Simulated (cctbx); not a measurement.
# Diagnosing a refinement

Cell a = 13.3890 Å, b = 13.3890 Å, c = 13.9530 Å, α = 90.00°, β = 90.00°, γ = 120.00°; space group P6_3/mmc (no. 194).

The data are simulated with cctbx, not measured: Mo Kα, λ = 0.71073 Å, to d = 0.75 Å, 80 % of the full sphere, strongest reflection 5000 counts, noise from counting, a 6 % proportional error and a noise floor of 15 counts (s.d.); no absorption, and some extinction, which the refinements don't model.

An anisotropic refinement with weights 1/σ² prints:

```text
Rint 0.135, 1052 unique reflections to 0.75 A
cycle     R1     wR2    GooF  max shift (A)
   1  0.1453  0.2775   5.927   0.00177
   2  0.0672  0.1535   3.278   0.00003
final R1 0.0672 wR2 0.1535 GooF 3.278  parameters 23  data/parameter 45.7
atom        x        y        z      Ueq    occ   su(xyz)  su(Uiso or U11)
Cs1    0.80315  0.19685  0.75000  -0.0045  1.000  0.00008  0.0005  NPD
Cs2    0.33333  0.66667  0.50810   0.0095  1.000  0.00020  0.0008
Ho1    0.43478  0.56522  0.75000   0.0235  1.000  0.00010  0.0008
Cs3    0.15232  0.84768  0.90771   0.0097  1.000  0.00011  0.0005
Ge1    0.50000  0.50000  0.50000   0.0111  1.000  0.00000  0.0013
Si1    0.00000  0.00000  0.75000   0.0158  1.000  0.00000  0.0059
difference map: max 13.95 min -10.68 rms 1.01
Q1    0.2076  0.4152  0.2500    6   14.11  0.25 A from Cs1
Q2    0.0000  0.0000  0.2500    2    3.71  0.00 A from Si1
Q3    0.0261  0.5130  0.2500    6    3.58  1.81 A from Ho1
Q4    0.1157  0.5579  0.6718   12    2.92  1.10 A from Ho1
Q5    0.1644  0.5077  0.7500   12    2.67  1.07 A from Ho1
Q6    0.1711  0.4239  0.1612   24    2.46  1.40 A from Cs1
```

**Question.** Can this result stand? If not, what is the likely fault?

Mend it. The fault: elements exchanged: Ho1 is Cs and Cs1 is Ho. Against the right model at the same level, R1 goes from 0.0237 to 0.0672 and GooF from 0.92 to 3.28, U of Cs1 shrinks from 0.0077 to -0.0045 Å², U of Ho1 swells from 0.0099 to 0.0235 Å², the top difference peak, 14.1 e/Å³, lies on Cs1, a hole of -10.7 e/Å³ opens and Cs1 goes non-positive-definite. Ho1 has 12 electrons too many and its U swells to shed them, as expected; Cs1 has 12 electrons too few and its U shrinks to make up, as expected.

The compound is Cs11Ho3SiGe3. The right model at the same level gives:

```text
Rint 0.135, 1052 unique reflections to 0.75 A
cycle     R1     wR2    GooF  max shift (A)
   1  0.0238  0.0432   0.924   0.00008
   2  0.0237  0.0431   0.922   0.00000
final R1 0.0237 wR2 0.0431 GooF 0.922  parameters 23  data/parameter 45.7
atom        x        y        z      Ueq    occ   su(xyz)  su(Uiso or U11)
Ho1    0.80312  0.19688  0.75000   0.0077  1.000  0.00002  0.0002
Cs1    0.33333  0.66667  0.50807   0.0100  1.000  0.00006  0.0002
Cs2    0.43470  0.56530  0.75000   0.0099  1.000  0.00003  0.0002
Cs3    0.15231  0.84769  0.90771   0.0097  1.000  0.00003  0.0002
Ge1    0.50000  0.50000  0.50000   0.0114  1.000  0.00000  0.0004
Si1    0.00000  0.00000  0.75000   0.0126  1.000  0.00000  0.0015
difference map: max 2.56 min -3.06 rms 0.51
Q1    0.2720  0.5439  0.1217   12    2.67  2.30 A from Cs1
Q2    0.2995  0.5989  0.7500    6    2.65  2.07 A from Cs2
Q3    0.3333  0.6667  0.7027    4    2.40  2.44 A from Cs2
Q4    0.2400  0.5502  0.2500   12    2.02  1.87 A from Ho1
Q5    0.0234  0.5117  0.2500    6    1.98  1.79 A from Cs2
Q6    0.0000  0.0000  0.2500    2    1.95  0.00 A from Si1
```

The model was made for the exercise: a known structure type with other elements put in, its volume estimated, not relaxed; displacement parameters are assumed.

[Middle refinement cycles are left out of these outputs.]

[Logs are printed without paths, hosts, clocks, repeated set-up lines and the standing remarks that a program may print on its own settings, such as how far it seeks lower states.]
